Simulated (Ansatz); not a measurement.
# MgO (Periclase, Fm-3m): phonons and vibrational spectra

How does MgO (Periclase, Fm-3m) vibrate, and is this structure a minimum?

Program: Ansatz 0.2.0. Level of theory: DFT LDA, scalar-relativistic, plane waves, PAW. Results are calculated unless marked as measured.

The experiments to compare with:

For MgO, rock-salt (unstrained reference value), “Band gap bowing in NixMg1−xO” (2016, pmc:4977526) quotes earlier work: lattice constant a (cubic lattice constant, quoted from earlier experiment) 4.212 Å [literature experimental value used as input for Vegard's law in the calculations; sample …].

“Electronic structure of alkaline earth and post-transition metal oxides” (2009, arxiv:0908.1581) quotes from earlier work for MgO, rocksalt (bulk crystal): band gap (literature experimental gap) 7.83 eV [Literature value based on experiment; other listed experimental values range from 7.7 to …].

“Infrared Optical Properties of Ferropericlase (Mg1-xFexO): Experiment and Theory” (2007, arxiv:0704.2267) reports for MgO, rocksalt, by infrared reflectance, oscillator fit (wedged single crystal slab, 295 K): ε∞ (high-frequency dielectric constant) 2.95 ± 0.1; infrared mode (TO phonon at Gamma (T1u)) 396.5 cm⁻¹.

This is a report of a sequence of runs, with most program output left out.

The database entry behind the starting cell differs from later determinations by our own check (about 0.1 % long), so it need not match the best structure at ambient conditions.

## (1) The starting structure

Symmetry: Fm-3m, No. 225, cubic system. The conventional cell has a = 4.217 Å, b = 4.217 Å, c = 4.217 Å, α = 90.00°, β = 90.00°, γ = 90.00°. Nearest to Mg lie 6 O at 2.11 Å. Nearest to O lie 6 Mg at 2.11 Å. Farther neighbours and most contacts between anions are not listed.

## (2) Relaxation

The cell and atoms are relaxed, since residual forces and stress would shift the frequencies.

File input.yaml:

```yaml
crystal:
  lattice:
    - [0.0, 2.1085, 2.1085]
    - [2.1085, 0.0, 2.1085]
    - [2.1085, 2.1085, 0.0]
  atoms:
    - { symbol: Mg, position: [0.0, 0.0, 0.0] }
    - { symbol: O, position: [0.5, 0.5, 0.5] }
kpoints:
  mp_grid: { grid: [8, 8, 8] }
hamiltonian:
  xc: lda
scf:
  occupations: { method: gaussian, width: 0.02 }
output:
  forces: true
  stress: true
  eigenvalues: true
relax:
  adjacent_minimum: "off"
  f_tol: 0.005
  max_steps: 80
  cell: { stress_tol: 0.05 }
```

Launch:

```console
> ansatz run input.yaml --threads 4 --pin off --max-ram 7168MiB --backend cpu --events-out ev --progress --plain --runs-dir out
```

Run time: 5.9 s. Hardware: 4 threads of Arm Neoverse N1, shared host; peak memory 0.26 GiB; 8.2 s of CPU time.

Relaxation path:

```tsv
step	energy less that of the first step (eV)	largest force component (eV/Å)	pressure (GPa)	volume (Å³)
1	0.0000	0.0000	-6.57	18.75
2	-0.0123	0.0000	-3.78	18.42
3	-0.0194	0.0000	0.22	18.00
4	-0.0193	0.0000	-0.01	18.02
5*	-0.0161	0.0000	-0.32	18.02
6	-0.0163	0.0000	0.00	17.99
7*	-0.0161	0.0000	-0.01	17.99
```

Relaxation steps marked * repeat the geometry before them on a plane-wave basis chosen anew for their cell, so energy and pressure can jump there.

The run keeps the 48 symmetry operations that it works with, so distortions that break them were not tested.

```tsv
conventional cell, symmetrised	before	after	change
a (Å)	4.217	4.159	-1.4 %
b (Å)	4.217	4.159	-1.4 %
c (Å)	4.217	4.159	-1.4 %
volume (Å³/atom)	9.37	8.99	-4.1 %
```

Final coordinates:

```xyz
2
Lattice="0.0000 2.0796 2.0796 2.0796 0.0000 2.0796 2.0796 2.0796 0.0000" Properties=species:S:1:pos:R:3 pbc="T T T"
Mg    0.0000    0.0000    0.0000
O     2.0796    2.0796    2.0796
```

Numbers from this step:

```yaml
pressure: -0.01126 GPa
gap_on_the_k_mesh: 5.034 eV
volume_per_atom: 8.994 Å³
direct_gap_on_mesh: 5.034 eV
```

In this step the volume went from 9.37 to 8.99 Å³/atom.

## (3) Tight relaxation

Phonons need a cell at rest on their own settings, so the relaxation is repeated with tight tolerances on forces and stress on the k mesh and occupations of the first response run.

input.yaml, the sections that differ from step 2:

```yaml
crystal:
  lattice:
    - [0.0, 2.0796078462, 2.0796078462]
    - [2.0796078462, 0.0, 2.0796078462]
    - [2.0796078462, 2.0796078462, 0.0]
  atoms:
    - { symbol: Mg, position: [0.0, 0.0, 0.0] }
    - { symbol: O, position: [0.5, 0.5, 0.5] }
scf:
  occupations: { method: fixed }
relax:
  adjacent_minimum: "off"
  f_tol: 0.001
  max_steps: 60
  cell: { stress_tol: 0.01 }
# kpoints, hamiltonian, output: as in step 2
```

Run time: 2.1 s. Hardware: 4 threads; peak memory 0.25 GiB.

Little changed from the start: no atom moved by 0.005 Å and no cell edge by 0.1 %.

Numbers from this step:

```yaml
pressure: -0.006765 GPa
gap_on_the_k_mesh: 5.035 eV
direct_gap_on_mesh: 5.035 eV
```

The forces vanish by symmetry and the pressure is -0.007 GPa, within the tolerances set. The cell now holds 8.99 Å³/atom.

## (4) Modes at Γ

The zone centre comes first: it holds the modes that light can see, as far as symmetry allows. The response to a homogeneous field gives the Born charges and the dielectric tensor, and its change with displacement the Raman tensors.

input.yaml, the sections that differ from step 3:

```yaml
crystal:
  lattice:
    - [0.0, 2.079589901, 2.079589901]
    - [2.079589901, 0.0, 2.079589901]
    - [2.079589901, 2.079589901, 0.0]
  atoms:
    - { symbol: Mg, position: [0.0, 0.0, 0.0] }
    - { symbol: O, position: [0.5, 0.5, 0.5] }
output:
  eigenvalues: true
phonons:
  method: dfpt
  dielectric: true
  rigid_motions: translations
  raman: true
# kpoints, hamiltonian, scf: as in step 3
# relax: removed
```

Run time: 69 s. Hardware: 4 threads; peak memory 0.64 GiB.

Numbers from this step:

```
sum-rule residual before enforcement                    : 5.41e-5 eV/Å²
miss of the charge sum rule                             : 4.77e-4 e
estimated error of the dielectric tensor                : 0.006911
estimated error of the Born charges                     : 0.01113 e
point group                                             : m-3m
highest optical mode at the zone centre (no LO-TO term) : 408.4 cm⁻¹
lowest optical zone-centre mode                         : 408.4 cm⁻¹
mean high-frequency dielectric constant                 : 3.183
largest Born charge (third of the trace)                : 1.967 e
mean static dielectric constant                         : 9.758
top of the zone-centre spectrum with the field          : 715.1 cm⁻¹
```

Without the LO-TO term. Patterns of degenerate modes are one choice out of their space. Modes at Γ, with each element's share of the kinetic energy:

```tsv
mode	frequency (cm⁻¹)	symmetry	Mg %	O %
1	0.0	acoustic	60	40
2	0.0	acoustic	60	40
3	0.0	acoustic	60	40
4	408.4	T1u	40	60
5	408.4	T1u	40	60
6	408.4	T1u	40	60
```

Displacements in mode 5 (408.4 cm⁻¹), the largest set to 1:
```
Mg1  0.00  0.00 -0.66
O2   0.00  0.00  1.00
```

Optical modes at the zone centre, without and with the macroscopic field of the longitudinal modes; each column is sorted by frequency, so a row need not hold one and the same mode. Modes with and without the field, by row:

```tsv
rank among optical modes	no field (cm⁻¹)	q along (1, 0, 0) (cm⁻¹)
1	408.4	408.4
2	408.4	408.4
3	408.4	715.1
```

Born charge (rows field, columns displacement) (e), principal values of the symmetric part by kind of site:

```tsv
atom	atoms with these values	low	middle	high	mean
Mg1	1	1.97	1.97	1.97	1.97
O2	1	-1.97	-1.97	-1.97	-1.97
```

In full for O2:

```
-1.97  0.00  0.00
 0.00 -1.97  0.00
 0.00  0.00 -1.97
```

High-frequency dielectric tensor:

```
3.18 0.00 0.00
0.00 3.18 0.00
0.00 0.00 3.18
```

Static dielectric tensor (ions relaxed, fixed cell):

```
9.76 0.00 0.00
0.00 9.76 0.00
0.00 0.00 9.76
```

Transverse modes. Infrared lines, with heights relative to the strongest:

```tsv
position (cm⁻¹)	label	relative intensity
408	T1u	100
```

Before it was imposed, the acoustic sum rule was missed by 5.4e-5 eV/Å² and the charge sum rule by 4.8e-4 e. Small misses are needed for a sound result but don't prove that mesh and cutoff are converged. The lowest optical mode is real, 408 cm⁻¹.

## (5) Response at finite wavevector

Stability and thermal properties need the whole zone. Linear response on a 4×4×4 q mesh gives force constants as far as a supercell of that size would, and the tensors from the zone-centre run are typed in so that the long-range dipole term is interpolated apart.

input.yaml, the sections that differ from step 4:

```yaml
phonons:
  method: dfpt
  qmesh: [4, 4, 4]
  temperatures: { t_max: 1000, t_step: 50 }
  qpath:
    path:
      - [[0.0, 0.0, 0.0], [0.5, 0.0, 0.5], [0.625, 0.25, 0.625]]
      - [[0.375, 0.375, 0.75], [0.0, 0.0, 0.0], [0.5, 0.5, 0.5], [0.5, 0.25, 0.75], [0.5, 0.0, 0.5]]
    npoints: 10
  non_analytic_term:
    high_frequency_dielectric_tensor: [[3.1831, 0.0, 0.0], [0.0, 3.1831, 0.0], [0.0, 0.0, 3.1831]]
    born_effective_charges:
      - { species: Mg, tensor: [[1.9668, 0.0, 0.0], [0.0, 1.9668, 0.0], [0.0, 0.0, 1.9668]] }
      - { species: O, tensor: [[-1.9668, 0.0, 0.0], [0.0, -1.9668, 0.0], [0.0, 0.0, -1.9668]] }
    source: "zone-centre run at this cell"
# crystal, kpoints, hamiltonian, scf, output: as in step 4
```

Wall time 48 s (4 threads); peak memory 0.51 GiB; 2.4 min of CPU time.

This step gave:

| Item | Value |
| --- | --- |
| sum-rule residual before enforcement | 5.27e-5 eV/Å² |
| lowest frequency on the path | 0 cm⁻¹ |
| highest frequency on the path or at a solved wavevector | 715.1 cm⁻¹ |
| mean frequency | 403.6 cm⁻¹ |
| Debye temperature (second moment) | 780 K |
| logarithmic mean frequency | 385.3 cm⁻¹ |
| lowest mode on the q mesh (acoustic modes at Γ apart) | 187.4 cm⁻¹ |
| zero-point energy per atom | 75.07 meV |
| heat capacity at 300 K | 18.29 J/(mol atoms K) |
| vibrational entropy at 300 K | 13.37 J/(mol atoms K) |

Frequencies (cm⁻¹) solved at each irreducible wavevector; negative means imaginary. Frequencies by wavevector, by row:

```tsv
q in reciprocal lattice units	star	mode 1	mode 2	mode 3	mode 4	mode 5	mode 6
0 0 0	1	0	0	0	408.4	408.4	408.4
0 0 0.25	8	187.4	187.4	329.7	398.1	398.1	681.1
0 0 -0.5	4	284.2	284.2	370.3	370.3	551.5	575
0 0.25 0.25	6	218.7	218.7	334.9	432.4	432.4	624.9
0 0.25 -0.5	24	284.8	335.4	420.4	446.4	454.6	560.8
0 0.25 -0.25	12	274.7	323.6	379.4	419.4	468.7	591.9
0 -0.5 -0.5	3	292.2	292.2	432	457.3	457.3	553.3
0.25 -0.5 -0.25	6	352.9	381.5	381.5	448.8	506.4	506.4
```

Interpolated from a 4×4×4 q mesh, with the LO-TO term (at Γ the limit along the path; where Γ stands inside the path, tables give the limit on arrival). Phonon branches along the path, in cm⁻¹:

```tsv
point	branch 1	branch 2	branch 3	branch 4	branch 5	branch 6
Γ	0	0	0	408	408	715
halfway	219	219	335	432	432	625
X	292	292	432	457	457	553
halfway	294	324	426	449	470	547
U	300	391	406	426	498	529
jump to K	300	391	406	426	498	529
halfway	221	258	357	382	442	645
Γ	0	0	0	408	408	715
halfway	187	187	330	398	398	681
L	284	284	370	370	552	575
halfway	301	335	401	449	485	551
W	353	382	382	449	506	506
halfway	322	325	420	455	471	541
X	292	292	432	457	457	553
```

Tetrahedra on a 28×28×28 mesh, mean over bins of 10 cm-1. Interpolated from a 4×4×4 q mesh. Phonon density of states against wavenumber; read off at these points:

wavenumber (cm⁻¹), phonon density of states (1/cm⁻¹/cell) and a bar:
```
     25.0     0.0000 
     50.0     0.0001 
     75.0     0.0003 
    100.0     0.0006 #
    125.0     0.0011 #
    150.0     0.0017 #
    175.0     0.0025 ##
    200.0     0.0037 ###
    225.0     0.0054 #####
    250.0     0.0083 #######
    275.0     0.0142 ############
    295.0     0.0253 ######################
    300.0     0.0229 ####################
    325.0     0.0120 ##########
    350.0     0.0087 #######
    375.0     0.0136 ############
    400.0     0.0254 ######################
    415.0     0.0351 ##############################
    425.0     0.0346 ##############################
    450.0     0.0230 ####################
    475.0     0.0138 ############
    500.0     0.0066 ######
    525.0     0.0066 ######
    545.0     0.0115 ##########
    550.0     0.0112 ##########
    575.0     0.0076 #######
    600.0     0.0052 ####
    625.0     0.0041 ###
    650.0     0.0033 ###
    675.0     0.0024 ##
    700.0     0.0014 #
```

The partial phonon density of states has structure finer than the step of the table below, so its rows give means over 25 cm⁻¹, whole bins alone (the curve runs from -10 to 745 cm⁻¹). Peaks (cm⁻¹: height): Mg 294.0: 0.0213, 422.3: 0.0172; O 417.5: 0.0191, 550.5: 0.0107.

Phonopy on the run's constants, 21x21x21 mesh, Gaussian sigma 5.4 cm-1. Interpolated from a 4×4×4 q mesh. Table of partial phonon density of states by wavenumber; means over each step; values in 1/cm⁻¹/cell:

```tsv
wavenumber (cm⁻¹)	Mg	O
25	1.7e-5	1.0e-5
50	8.4e-5	5.6e-5
75	2.4e-4	1.5e-4
100	4.0e-4	2.4e-4
125	6.6e-4	3.9e-4
150	0.00107	5.9e-4
175	0.00175	8.8e-4
200	0.00257	0.00113
225	0.00401	0.00147
250	0.00652	0.00181
275	0.0131	0.00217
300	0.0193	0.00219
325	0.0110	0.00123
350	0.00776	9.9e-4
375	0.00618	0.00830
400	0.00833	0.0176
425	0.0154	0.0182
450	0.00792	0.0151
475	0.00325	0.00970
500	0.00192	0.00505
525	9.8e-4	0.00563
550	7.3e-4	0.00991
575	0.00121	0.00625
600	0.00144	0.00371
625	0.00137	0.00267
650	0.00122	0.00206
675	9.5e-4	0.00150
700	5.4e-4	8.3e-4
725	4.2e-5	6.3e-5
```

Second derivatives of the energy by pair, one row for each kind of neighbour of each atom listed. Each entry sums the pair over the periodic images of the supercell that the q mesh stands for, and in a polar crystal it holds the long-range dipole part too. Force constants by pair, by row:

```tsv
atom	neighbour	distance (Å)	third of the trace (eV/Å²)	along the pair's line (eV/Å²)
Mg1	itself	0	12.32	–
Mg1	O	2.08	-1.505	-1.645
Mg1	Mg	2.941	-0.1849	-2.251
Mg1	O	3.602	-0.0289	0.6295
Mg1	Mg	4.159	-0.2621	-0.8089
Mg1	O	4.65	0.0727	0.4338
Mg1	Mg	5.094	-0.047	-0.3024
Mg1	Mg	5.882	-0.0058	-0.3089
Mg1	O	6.239	0.0762	0.146
O2	itself	0	12.52	–
O2	Mg	2.08	-1.505	-1.645
O2	O	2.941	-0.3135	-1.834
O2	Mg	3.602	-0.0289	0.6295
O2	O	4.159	-0.015	-0.3632
O2	Mg	4.65	0.0727	0.4338
O2	O	5.094	-0.0505	-0.2811
O2	O	5.882	-0.1362	-0.5196
O2	Mg	6.239	0.0511	0.1979
```

Harmonic thermodynamic functions per atom, from the density of states. Interpolated from a 4×4×4 q mesh. Thermodynamic functions, by row:

```tsv
T (K)	F_vib (meV/atom)	S (J/mol-atom/K)	C_V (J/mol-atom/K)
0	75.07	0	0
50	75.05	0.114	0.407
100	74.77	1.245	3.832
200	70.76	6.936	13.15
300	60.19	13.37	18.29
400	43.33	19.01	20.82
500	21.07	23.82	22.17
600	-5.8	27.94	22.97
700	-36.65	31.52	23.47
800	-70.99	34.67	23.8
900	-108.4	37.49	24.03
1000	-148.6	40.03	24.2
```

Harmonic mean-square displacement, third of the trace. Interpolated from a 4×4×4 q mesh. Mean square displacements, by row:

```tsv
T (K)	Mg1 U_eq (Å²)	O2 U_eq (Å²)
0	0.00215	0.00254
100	0.0023	0.00265
300	0.00376	0.00381
600	0.00674	0.00647
```

Symmetry leaves 8 wavevectors to solve. The lowest mode among them, the acoustic zeros apart, lies at q = (0, 0, 0.25) and is real, 187 cm⁻¹.

## (6) Results

- space group after relaxation (within 0.01 Å): Fm-3m
- volume per atom: 8.99 Å³
- gap on the k-mesh: 5.03 eV
- highest optical mode at the zone centre (no LO-TO term): 408 cm⁻¹
- top of the zone-centre spectrum with the field: 715 cm⁻¹
- lowest optical zone-centre mode: 408 cm⁻¹
- mean high-frequency dielectric constant: 3.18
- mean static dielectric constant: 9.76
- largest Born charge (third of the trace): 1.97 e
- lowest mode on the q mesh (acoustic modes at Γ apart): 187 cm⁻¹
- highest frequency on the path or at a solved wavevector: 715 cm⁻¹
- zero-point energy per atom: 75.1 meV
- heat capacity at 300 K: 18.3 J/(mol atoms K)
- vibrational entropy at 300 K: 13.4 J/(mol atoms K)
- Debye temperature (second moment): 780 K
- imaginary modes on the 4×4×4 q mesh: none

**Reading.** The structure is a minimum as far as tested: no mode is imaginary at the 8 irreducible wavevectors of the 4×4×4 mesh, and the softest away from the acoustic zeros lies at 187 cm⁻¹. Without the field, the optical modes at Γ form one degenerate level at 408 cm⁻¹. With the macroscopic field of the longitudinal modes the top of the zone-centre spectrum lies at 715 cm⁻¹, against 408 cm⁻¹ without it. Lattice motion raises the mean dielectric constant from 3.183 to 9.758. The strongest infrared line is at 408 cm⁻¹. No mode is Raman active to first order. These are harmonic frequencies at zero temperature: anharmonic shifts, linewidths and thermal expansion are left out.

Calculation against experiment:

| quantity | measured | LDA, PAW |
| --- | --- | --- |
| lattice constant a (Å) | 4.212 | 4.159 (-1.3 %) |
| band gap (least gap) (eV) | 7.83 | 5.03 (-2.80 eV) |
| ε∞ (mean of the tensor) | 2.95 | 3.18 (+7.9 %) |
| infrared mode, TO phonon at Gamma (T1u) (cm⁻¹) | 396.5 | 408 (+3.0 %) |

Measured values from pmc:4977526 (2016), arxiv:0908.1581 (2009) and arxiv:0704.2267 (2007).

How well it matches: The lattice constant a is off by -1.3 %: fair agreement. The band gap is off by -2.80 eV: a clear miss. Local and semilocal functionals usually give gaps below the measured ones. Zero-point and thermal motion shift the measured gap. The ε∞ is off by +7.9 %: fair agreement. The infrared mode is off by +3.0 %: fair agreement. The grades are ours: good and fair within 0.7 and 1.5 % for the lattice constant a, 7 and 18 % for the ε∞ and 3 and 7 % for the infrared mode. For lattice constants and infrared mode the calculation has a static lattice, without zero-point motion or thermal expansion (measured at up to 295 K).

[Logs are printed without paths, hosts, clocks, repeated set-up lines and the standing remarks that a program may print on its own settings, such as how far it seeks lower states.]

[Hosts, paths, dates, database ids (printed as entryN), source tags and the programs' standing remarks are cut or masked in the printed files.]
